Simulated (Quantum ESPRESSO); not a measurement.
**GdO2 (P2_1/m): the Gd L₃ absorption edge**

What does one-electron theory with a core hole give for the Gd L₃ edge of GdO2 (P2_1/m)?

Main program and level: Quantum ESPRESSO 7.5; X-ray absorption near-edge structure, plane-wave PAW LDA, one-electron final states by a Lanczos continued fraction, without spin-orbit coupling.

This is a report of a sequence of runs, with most program output left out.

## Step 1: Set-up

Symmetry: P2_1/m, No. 11, monoclinic system. Conventional cell: a = 4.184 Å, b = 3.729 Å, c = 6.083 Å, α = 90.00°, β = 104.48°, γ = 90.00°. Nearest to Gd lie 7 O at 2.29 to 2.38 Å. Nearest to O lie 3 Gd at 2.35 to 2.38 Å. O has 4 Gd at 2.29 to 2.36 Å nearest. Farther neighbours and most contacts between anions are not listed.

## Step 2: Ground state of the crystal

The ground state comes first: it tells whether the system has a gap, which decides how the excited electron is treated.

The PAW data sets are made with ld1.x, with reconstruction data.

scf.in reads:

```
&control
   calculation='scf', prefix='x', pseudo_dir='../pp', outdir='tmp', tprnfor=.true.
/
&system
   ibrav=0, nat=6, ntyp=3, nbnd=28
   ecutwfc=47, ecutrho=360
   occupations='smearing', smearing='mv', degauss=0.015
/
&electrons
   conv_thr=6.0e-08, electron_maxstep=120
   mixing_beta=0.5
/
ATOMIC_SPECIES
Gd3 1.0 Gd.lda-spdn-kjpaw.UPF
Gd 1.0 Gd.lda-spdn-kjpaw.UPF
O 1.0 O.lda-n-kjpaw.UPF
CELL_PARAMETERS angstrom
  4.18441800 0.00000000 0.00000000
  0.00000000 3.72870900 0.00000000
  -1.52079600 0.00000000 5.88989000
ATOMIC_POSITIONS crystal
Gd3  0.68094300 0.75000000 0.79787900
Gd   0.31905700 0.25000000 0.20212100
O    0.30052400 0.75000000 0.44098500
O    0.69947600 0.25000000 0.55901500
O    0.23944800 0.75000000 0.95678800
O    0.76055200 0.25000000 0.04321200
K_POINTS automatic
7 7 5 0 0 0
```

Run with:

```bash
$ OMP_NUM_THREADS=1 mpirun --oversubscribe --bind-to none -np 4 pw.x -nk 4 -in scf.in > scf.out
```

Wall time 39 s (4 MPI ranks of Intel Xeon Platinum 8488C (Sapphire Rapids), shared host); peak memory 0.17 GiB.

Absorbing atoms carry a label of their own (element plus a letter or digit), as the spectrum program needs them as separate species.

The mesh shows no gap, so the system is treated as a metal and the core electron is put at the Fermi level (neutral cell).

## Step 3: Spectrum without a core hole, Gd atom 1

Without a hole the spectrum is the empty density of states of the right symmetry on the absorber, weighted by matrix elements. It needs only the small cell and serves as the baseline.

The absorber has 2 O at 2.29 Å, 1 O at 2.35 Å, 2 O at 2.36 Å and 2 O at 2.38 Å (7-fold, site symmetry m).

xspectra.in reads:

```
&input_xspectra
   calculation='xanes_dipole', edge='L3'
   prefix='x', outdir='tmp', xiabs=1, xe0=6.2385
   xonly_plot=.false., x_save_file='xanes.sav'
   xniter=3000, xcheck_conv=20, xerror=0.005
   xcoordcrys=.false., xepsilon(1)=1, xepsilon(2)=0, xepsilon(3)=0
/
&plot
   xnepoint=501, xemin=-10, xemax=70, terminator=.true., cut_occ_states=.true.
   xgamma=0.4
/
&pseudos
   filecore='../Gd.wfc'
/
&cut_occ
   cut_desmooth=0.1, cut_stepl=0.05, cut_stepu=0.05, cut_ierror=1e-5
/
6 6 4 0 0 0
```

Run with:

```bash
$ OMP_NUM_THREADS=1 mpirun --oversubscribe --bind-to none -np 4 xspectra.x -nk 4 -in xspectra.in > xspectra.out
```

Elapsed: 5.5 min, on 4 MPI ranks; peak memory 0.13 GiB.

The core hole lives too briefly for so narrow a line (tabulated full width 4.0 eV). The run keeps xgamma small, and the tables are broadened afterwards: Lorentzian half width 2 eV (not a setting of the program: the run's 0.4 eV curve was folded afterwards with a further Lorentzian).

The Gd L₃ spectrum, Gd atom 1, no core hole (energy from the energy zero of the input (xe0, at the border of filled and empty states); intensity scaled to a mean of 1 over the first 20 eV; folded afterwards to Lorentzian half width 2 eV; the points at xe0, where the cut of filled states can leave a spike, are interpolated; polarised curves are means over the symmetry-equivalent atoms):

```
E (eV)  isotropic  ε ∥ x  ε ∥ y  ε ∥ z
  -2.0       0.12   0.12   0.12   0.12
  -1.4       0.14   0.14   0.14   0.13
  -0.8       0.15   0.15   0.15   0.15
  -0.2       0.17   0.17   0.17   0.17
   0.4       0.19   0.19   0.19   0.19
   1.0       0.22   0.22   0.22   0.22
   1.6       0.26   0.26   0.26   0.26
   2.2       0.30   0.30   0.31   0.30
   2.8       0.36   0.36   0.37   0.36
   3.4       0.45   0.45   0.45   0.44
   4.0       0.56   0.56   0.57   0.55
   4.6       0.71   0.71   0.72   0.70
   5.2       0.91   0.91   0.93   0.89
   5.8       1.16   1.16   1.17   1.14
   6.4       1.41   1.41   1.42   1.40
   7.0       1.64   1.64   1.63   1.64
   7.6       1.81   1.82   1.78   1.83
   8.2       1.92   1.93   1.87   1.96
   8.8       1.98   1.97   1.94   2.03
   9.4       1.98   1.95   1.98   2.02
  10.0       1.93   1.86   1.97   1.95
  10.6       1.79   1.71   1.87   1.79
  11.2       1.60   1.53   1.67   1.59
  11.8       1.39   1.36   1.43   1.38
  12.4       1.21   1.23   1.21   1.20
  13.0       1.07   1.12   1.04   1.06
  13.6       0.97   1.03   0.92   0.96
  14.2       0.89   0.95   0.83   0.88
  14.8       0.82   0.88   0.77   0.82
  15.4       0.78   0.82   0.74   0.77
  16.0       0.74   0.77   0.71   0.73
  16.6       0.71   0.73   0.69   0.71
  17.2       0.70   0.71   0.69   0.69
  17.8       0.69   0.70   0.68   0.69
  18.4       0.69   0.69   0.68   0.68
  19.0       0.68   0.69   0.68   0.68
  19.6       0.68   0.69   0.68   0.67
  20.2       0.67   0.69   0.67   0.65
  20.8       0.66   0.68   0.67   0.64
  21.4       0.65   0.67   0.66   0.63
  22.0       0.65   0.66   0.65   0.63
  22.6       0.65   0.66   0.65   0.63
  23.2       0.65   0.65   0.65   0.63
  23.8       0.65   0.65   0.66   0.64
  24.4       0.65   0.64   0.66   0.64
  25.0       0.65   0.63   0.67   0.65
  25.6       0.65   0.63   0.68   0.65
  26.2       0.65   0.62   0.68   0.65
  26.8       0.65   0.61   0.68   0.65
  27.4       0.64   0.61   0.67   0.65
  28.0       0.64   0.61   0.66   0.64
  28.6       0.63   0.60   0.65   0.64
  29.2       0.63   0.61   0.65   0.65
  29.8       0.64   0.62   0.65   0.65
  30.4       0.65   0.63   0.65   0.66
  31.0       0.66   0.64   0.66   0.67
  31.6       0.67   0.66   0.66   0.69
```

Main maxima below 30 eV (height): 9.2 eV (1.99). At an L edge the dipole rule selects empty d (and weakly s) states on the absorber, and the strong line at the onset measures the empty part of its d band.

## Step 4: Reference energy of the supercell

The photon energy needs a difference of total energies, so the cell and mesh of the coming hole run are first run without a hole.

scf.in reads:

```
&control
   calculation='scf', prefix='x', pseudo_dir='../pp', outdir='tmp', tprnfor=.true.
/
&system
   ibrav=0, nat=12, ntyp=2, nbnd=57
   ecutwfc=47, ecutrho=360
   occupations='smearing', smearing='mv', degauss=0.015
/
&electrons
   conv_thr=1.2e-07, electron_maxstep=120
   mixing_beta=0.5
/
ATOMIC_SPECIES
Gd 1.0 Gd.lda-spdn-kjpaw.UPF
O 1.0 O.lda-n-kjpaw.UPF
CELL_PARAMETERS angstrom
  -4.18441800 3.72870900 0.00000000
  -4.18441800 -3.72870900 0.00000000
  2.66362200 0.00000000 5.88989000
ATOMIC_POSITIONS crystal
Gd   0.43346800 0.68346800 0.79787900
Gd   0.93346800 0.18346800 0.79787900
Gd   0.06653200 0.81653200 0.20212100
Gd   0.56653200 0.31653200 0.20212100
O    0.44523050 0.69523050 0.44098500
O    0.94523050 0.19523050 0.44098500
O    0.05476950 0.80476950 0.55901500
O    0.55476950 0.30476950 0.55901500
O    0.73367000 0.98367000 0.95678800
O    0.23367000 0.48367000 0.95678800
O    0.76633000 0.51633000 0.04321200
O    0.26633000 0.01633000 0.04321200
K_POINTS automatic
5 5 5 0 0 0
```

Run with:

```bash
$ OMP_NUM_THREADS=1 mpirun --oversubscribe --bind-to none -np 4 pw.x -nk 4 -in scf.in > scf.out
```

The job ended after 2.6 min (4 MPI ranks; peak memory 0.34 GiB).

Reference energy: -1242311.301 eV with the cores included.

## Step 5: The atom with a core hole

The frozen core must hold the hole, so the absorber gets a data set of its own.

Gd.lda-spdn-kjpaw-2pch.ld1.in reads:

```
&input
   title='Gd', zed=64., rel=1, iswitch=3, dft='PZ',
   config='1s2 2s2 2p5 3s2 3p6 3d10 4s2 4p6 4d10 5s2 5p6 4f7.0 5d2 6s1.5 6p0.5'
/
&inputp
   file_pseudopw='Gd.lda-spdn-kjpaw-2pch.UPF', author='',
   lpaw=.true.,
   pseudotype=3,
   lloc=-1,
   rcloc=2.0,
   which_augfun='PSQ',
   rmatch_augfun_nc=.true.,
   nlcc=.true.,
   new_core_ps=.true.,
   rcore=1.1,
   tm=.true.,
   zval=12,
   lgipaw_reconstruction=.true., use_paw_as_gipaw=.true.
/
6
5S  1  0  2.00  0.00  1.30  1.70  0.0
6S  2  0  1.50  0.00  1.30  1.70  0.0
5P  2  1  6.00  0.00  1.30  1.80  0.0
6P  3  1  0.50  0.00  1.30  1.80  0.0
5D  3  2  2.00  0.00  1.30  2.00  0.0
5D  3  2  0.00  2.00  1.30  2.00  0.0
```

Run with:

```bash
$ ld1.x < Gd.lda-spdn-kjpaw-2pch.ld1.in > Gd.lda-spdn-kjpaw-2pch.ld1.out
```

Run time: 1.1 s. Hardware: 1 MPI rank; peak memory 0.13 GiB.

## Step 6: Supercell with XCH, Gd atom 1

The holes are 5.6 Å apart. The excited electron is kept in the cell, where it fills the lowest empty states and screens the hole.

scf.in, as its differences from that of step 4:

```diff
@@ -4,3 +4,3 @@
 &system
-   ibrav=0, nat=12, ntyp=2, nbnd=57
+   ibrav=0, nat=12, ntyp=3, nbnd=58
    ecutwfc=47, ecutrho=360
@@ -13,2 +13,3 @@
 ATOMIC_SPECIES
+Gd0 1.0 Gd.lda-spdn-kjpaw-2pch.UPF
 Gd 1.0 Gd.lda-spdn-kjpaw.UPF
@@ -20,3 +21,3 @@
 ATOMIC_POSITIONS crystal
-Gd   0.43346800 0.68346800 0.79787900
+Gd0  0.43346800 0.68346800 0.79787900
 Gd   0.93346800 0.18346800 0.79787900
```

Run with:

```bash
$ OMP_NUM_THREADS=1 mpirun --oversubscribe --bind-to none -np 4 pw.x -nk 4 -in scf.in > scf.out
```

The job ended after 1.9 min (4 MPI ranks; peak memory 0.33 GiB; 7.6 min of CPU time).

Energy with the hole: -1234878.952 eV, cores included.

## Step 7: Spectrum with XCH, Gd atom 1

The Lanczos recursion gives the spectrum without computing empty bands; each polarisation needs a run of its own on the full k mesh. xe0 is set between filled and empty states, and states below it are cut, here at the Fermi level, which holds the excited electron. The file of filecore holds the core orbital, taken from the hole-free data set.

xspectra.in, as its differences from that of step 3:

```diff
@@ -2,3 +2,3 @@
    calculation='xanes_dipole', edge='L3'
-   prefix='x', outdir='tmp', xiabs=1, xe0=6.2385
+   prefix='x', outdir='tmp', xiabs=1, xe0=6.6076
    xonly_plot=.false., x_save_file='xanes.sav'
@@ -17,2 +17,2 @@
 /
-6 6 4 0 0 0
+5 5 4 0 0 0
```

xspectra_1.in, as its differences from xspectra.in of step 7:

```diff
@@ -5,3 +5,3 @@
    xniter=3000, xcheck_conv=20, xerror=0.005
-   xcoordcrys=.false., xepsilon(1)=1, xepsilon(2)=0, xepsilon(3)=0
+   xcoordcrys=.false., xepsilon(1)=0, xepsilon(2)=1, xepsilon(3)=0
 /
```

xspectra_2.in, as its differences from xspectra_1.in of step 7:

```diff
@@ -5,3 +5,3 @@
    xniter=3000, xcheck_conv=20, xerror=0.005
-   xcoordcrys=.false., xepsilon(1)=0, xepsilon(2)=1, xepsilon(3)=0
+   xcoordcrys=.false., xepsilon(1)=0, xepsilon(2)=0, xepsilon(3)=1
 /
```

Run with:

```bash
$ OMP_NUM_THREADS=1 mpirun --oversubscribe --bind-to none -np 4 xspectra.x -nk 4 -in xspectra.in > xspectra.out
```

Run time: 13 min. Hardware: 4 MPI ranks; peak memory 0.2 GiB; 54 min of CPU time.

The Gd L₃ spectrum, Gd atom 1, excited-electron core hole (neutral cell) (energy from the energy zero of the input (xe0, at the border of filled and empty states); intensity scaled to a mean of 1 over the first 20 eV; folded afterwards to Lorentzian half width 2 eV; the points at xe0, where the cut of filled states can leave a spike, are interpolated; polarised curves are means over the symmetry-equivalent atoms):

```
E (eV)  isotropic  ε ∥ x  ε ∥ y  ε ∥ z
  -2.0       0.20   0.20   0.21   0.20
  -1.4       0.24   0.24   0.24   0.23
  -0.8       0.28   0.28   0.28   0.27
  -0.2       0.33   0.33   0.33   0.33
   0.4       0.40   0.40   0.40   0.39
   1.0       0.49   0.49   0.50   0.48
   1.6       0.61   0.62   0.62   0.60
   2.2       0.78   0.79   0.80   0.76
   2.8       1.02   1.03   1.04   0.99
   3.4       1.33   1.34   1.35   1.30
   4.0       1.67   1.68   1.68   1.66
   4.6       1.96   1.97   1.93   1.98
   5.2       2.13   2.15   2.06   2.18
   5.8       2.20   2.22   2.14   2.25
   6.4       2.18   2.16   2.18   2.21
   7.0       2.05   1.99   2.09   2.07
   7.6       1.83   1.75   1.89   1.85
   8.2       1.56   1.49   1.61   1.57
   8.8       1.31   1.27   1.35   1.32
   9.4       1.11   1.09   1.13   1.10
  10.0       0.95   0.96   0.95   0.94
  10.6       0.83   0.86   0.82   0.82
  11.2       0.75   0.79   0.72   0.74
  11.8       0.69   0.74   0.65   0.68
  12.4       0.65   0.70   0.60   0.64
  13.0       0.61   0.66   0.57   0.61
  13.6       0.59   0.62   0.55   0.59
  14.2       0.57   0.59   0.54   0.57
  14.8       0.55   0.57   0.54   0.55
  15.4       0.54   0.55   0.53   0.54
  16.0       0.54   0.54   0.53   0.53
  16.6       0.54   0.54   0.54   0.53
  17.2       0.54   0.55   0.55   0.54
  17.8       0.55   0.55   0.55   0.54
  18.4       0.55   0.56   0.56   0.54
  19.0       0.55   0.56   0.56   0.54
  19.6       0.55   0.56   0.56   0.53
  20.2       0.55   0.55   0.55   0.53
  20.8       0.54   0.55   0.55   0.52
  21.4       0.54   0.54   0.55   0.52
  22.0       0.54   0.54   0.55   0.53
  22.6       0.54   0.54   0.55   0.53
  23.2       0.54   0.53   0.56   0.54
  23.8       0.55   0.53   0.57   0.55
  24.4       0.56   0.53   0.58   0.56
  25.0       0.56   0.53   0.59   0.56
  25.6       0.56   0.53   0.59   0.56
  26.2       0.56   0.53   0.58   0.56
  26.8       0.56   0.53   0.58   0.56
  27.4       0.56   0.53   0.57   0.57
  28.0       0.56   0.54   0.57   0.58
  28.6       0.57   0.55   0.58   0.59
  29.2       0.59   0.56   0.59   0.61
  29.8       0.60   0.58   0.59   0.62
  30.4       0.61   0.60   0.60   0.63
  31.0       0.62   0.62   0.61   0.64
  31.6       0.63   0.63   0.61   0.65
```

Main maxima below 30 eV (height): 6.0 eV (2.21). 

## Step 8: Reference energy of the cell

The cell and mesh change for the next run, so it gets a reference energy of its own.

scf.in reads:

```
&control
   calculation='scf', prefix='x', pseudo_dir='../pp', outdir='tmp', tprnfor=.true.
/
&system
   ibrav=0, nat=6, ntyp=2, nbnd=28
   ecutwfc=47, ecutrho=360
   occupations='smearing', smearing='mv', degauss=0.015
/
&electrons
   conv_thr=6.0e-08, electron_maxstep=120
   mixing_beta=0.5
/
ATOMIC_SPECIES
Gd 1.0 Gd.lda-spdn-kjpaw.UPF
O 1.0 O.lda-n-kjpaw.UPF
CELL_PARAMETERS angstrom
  0.00000000 -3.72870900 0.00000000
  -4.18441800 0.00000000 0.00000000
  1.52079600 0.00000000 -5.88989000
ATOMIC_POSITIONS crystal
Gd   0.25000000 0.31905700 0.20212100
Gd   0.75000000 0.68094300 0.79787900
O    0.25000000 0.69947600 0.55901500
O    0.75000000 0.30052400 0.44098500
O    0.25000000 0.76055200 0.04321200
O    0.75000000 0.23944800 0.95678800
K_POINTS automatic
7 6 5 0 0 0
```

Run with:

```bash
$ OMP_NUM_THREADS=1 mpirun --oversubscribe --bind-to none -np 4 pw.x -nk 4 -in scf.in > scf.out
```

It took 38 s on 4 MPI ranks; peak memory 0.16 GiB; 2.5 min of CPU time.

## Step 9: Cell with XCH, Gd atom 1

A smaller cell brings the holes closer; here they are 3.7 Å apart.

Changed against the first core-hole run: supercell atoms from 12 to 6.

scf.in, as its differences from that of step 8:

```diff
@@ -4,3 +4,3 @@
 &system
-   ibrav=0, nat=6, ntyp=2, nbnd=28
+   ibrav=0, nat=6, ntyp=3, nbnd=29
    ecutwfc=47, ecutrho=360
@@ -13,2 +13,3 @@
 ATOMIC_SPECIES
+Gd0 1.0 Gd.lda-spdn-kjpaw-2pch.UPF
 Gd 1.0 Gd.lda-spdn-kjpaw.UPF
@@ -20,3 +21,3 @@
 ATOMIC_POSITIONS crystal
-Gd   0.25000000 0.31905700 0.20212100
+Gd0  0.25000000 0.31905700 0.20212100
 Gd   0.75000000 0.68094300 0.79787900
```

Wall time 33 s (4 MPI ranks); peak memory 0.17 GiB.

## Step 10: Spectrum with XCH, Gd atom 1

Changed against the first core-hole run: supercell atoms from 12 to 6.

xspectra.in, as its differences from that of step 7:

```diff
@@ -2,3 +2,3 @@
    calculation='xanes_dipole', edge='L3'
-   prefix='x', outdir='tmp', xiabs=1, xe0=6.6076
+   prefix='x', outdir='tmp', xiabs=1, xe0=7.1615
    xonly_plot=.false., x_save_file='xanes.sav'
@@ -17,2 +17,2 @@
 /
-5 5 4 0 0 0
+6 6 4 0 0 0
```

Run with:

```bash
$ OMP_NUM_THREADS=1 mpirun --oversubscribe --bind-to none -np 4 xspectra.x -nk 4 -in xspectra.in > xspectra.out
```

Run time: 5.6 min. Hardware: 4 MPI ranks; peak memory 0.13 GiB.

These settings depart from the first run's and aren't meant as converged.

The scaled spectrum changes by 7 % r.m.s. The highest intensity below 24 eV goes from 6.0 eV (2.21) to 5.7 eV (2.17).

```
E (eV)  first run  this run
  -2.0       0.20      0.22
  -0.5       0.30      0.33
   1.0       0.49      0.56
   2.5       0.89      1.05
   4.0       1.67      1.83
   5.5       2.18      2.16
   7.0       2.05      1.94
   8.5       1.43      1.30
  10.0       0.95      0.88
  11.5       0.72      0.69
  13.0       0.61      0.60
  14.5       0.56      0.55
  16.0       0.54      0.54
  17.5       0.55      0.55
  19.0       0.55      0.54
  20.5       0.54      0.54
  22.0       0.54      0.54
  23.5       0.55      0.55
  25.0       0.56      0.56
  26.5       0.56      0.55
  28.0       0.56      0.56
  29.5       0.59      0.59
  31.0       0.62      0.62
```

## Step 11: What the core hole does

Both curves are counted from their own zero, so only the shift of weight within the empty states shows.

```
E (eV)  no hole   XCH
  -2.0     0.12  0.20
  -1.0     0.15  0.26
   0.0     0.18  0.35
   1.0     0.22  0.49
   2.0     0.29  0.72
   3.0     0.39  1.12
   4.0     0.56  1.67
   5.0     0.84  2.09
   6.0     1.24  2.21
   7.0     1.64  2.05
   8.0     1.89  1.65
   9.0     1.99  1.24
  10.0     1.93  0.95
  11.0     1.67  0.77
  12.0     1.33  0.67
  13.0     1.07  0.61
  14.0     0.91  0.57
  15.0     0.81  0.55
  16.0     0.74  0.54
  17.0     0.70  0.54
  18.0     0.69  0.55
  19.0     0.68  0.55
  20.0     0.67  0.55
  21.0     0.66  0.54
  22.0     0.65  0.54
  23.0     0.65  0.54
  24.0     0.65  0.55
  25.0     0.65  0.56
  26.0     0.65  0.56
  27.0     0.65  0.56
  28.0     0.64  0.56
  29.0     0.63  0.58
  30.0     0.64  0.60
  31.0     0.66  0.62
  32.0     0.67  0.63
```

With each curve scaled to its own mean, the area from −2 to 6 eV with the hole is 7.9 against 3.3, and the centre of weight from −1 to 20 eV moves by -2.1 eV: the hole pulls the absorber's empty states down.

## Step 12: Runs not followed above

These runs aren't followed: redraws of a spectrum that repeat one shown, runs with a planted fault or a state judged unsound, or a program's part that gave no sound spectrum.

| program | step | status | elapsed |
| --- | --- | --- | --- |
| Quantum ESPRESSO | no core hole, redrawn | converged | 25 s |
| Quantum ESPRESSO | spectrum with XCH, redrawn | converged | 18 s |

## Step 13: What came out

```json
{"absorber and edge": "Gd L₃, atom 1 of the ground-state input (counted from 1)", "surroundings": "2 O at 2.29 Å, 1 O at 2.35 Å, 2 O at 2.36 Å and 2 O at 2.38 Å (7-fold, site symmetry m)", "highest intensity below 24 eV": "6.0 eV above the zero, height 2.21"}
```

In words: The Gd L₃ edge of atom 1, with 2 O at 2.29 Å, 1 O at 2.35 Å, 2 O at 2.36 Å and 2 O at 2.38 Å (7-fold, site symmetry m), has its highest intensity of the first 24 eV at 6.0 eV above the zero, 2.2 times the mean level of the first 20 eV (Lorentzian half width 2 eV (not a setting of the program: the run's 0.4 eV curve was folded afterwards with a further Lorentzian)). With each curve scaled to its own mean, the area from −2 to 6 eV with the hole is 7.9 against 3.3, and the centre of weight from −1 to 20 eV moves by -2.1 eV: the hole pulls the absorber's empty states down. A cell with holes 3.7 Å apart changes the curve by 7 % r.m.s. (2 % after the best shift). 2 further runs of this session are left out of this account as redundant. Only the L₃ part is meant: spin–orbit coupling of the core level isn't computed and the L₂ copy isn't added. The run has no spin polarisation, although Gd can carry a moment. Lanthanide 4f electrons are frozen in the core. The unit cell's mesh shows no gap over 0.35 eV. That is right for a metallic compound; for a small-gap or correlated insulator it would be the fault of the functional or of the assumed magnetic order, and the hole would be screened too well. The holes are only 5.6 Å apart, so the shape is probably not converged with cell size; no larger cell was run here. The structure is a computed Materials Project entry and may be a hypothetical form.

[Logs are printed without paths, hosts, clocks, repeated set-up lines and the standing remarks that a program may print on its own settings, such as how far it seeks lower states.]

[Hosts, paths, dates, database ids (printed as entryN), source tags and the programs' standing remarks are cut or masked in the printed files.]

[Lists of maxima count a maximum above −3 eV only where it reaches 4 % of the highest in the window and stands out from its surroundings by 2 % of it (1.5 % where it reaches 55 %); shoulders and weaker maxima are passed over, and of the rest the first, up to two pre-edge ones and the few strongest are named.]
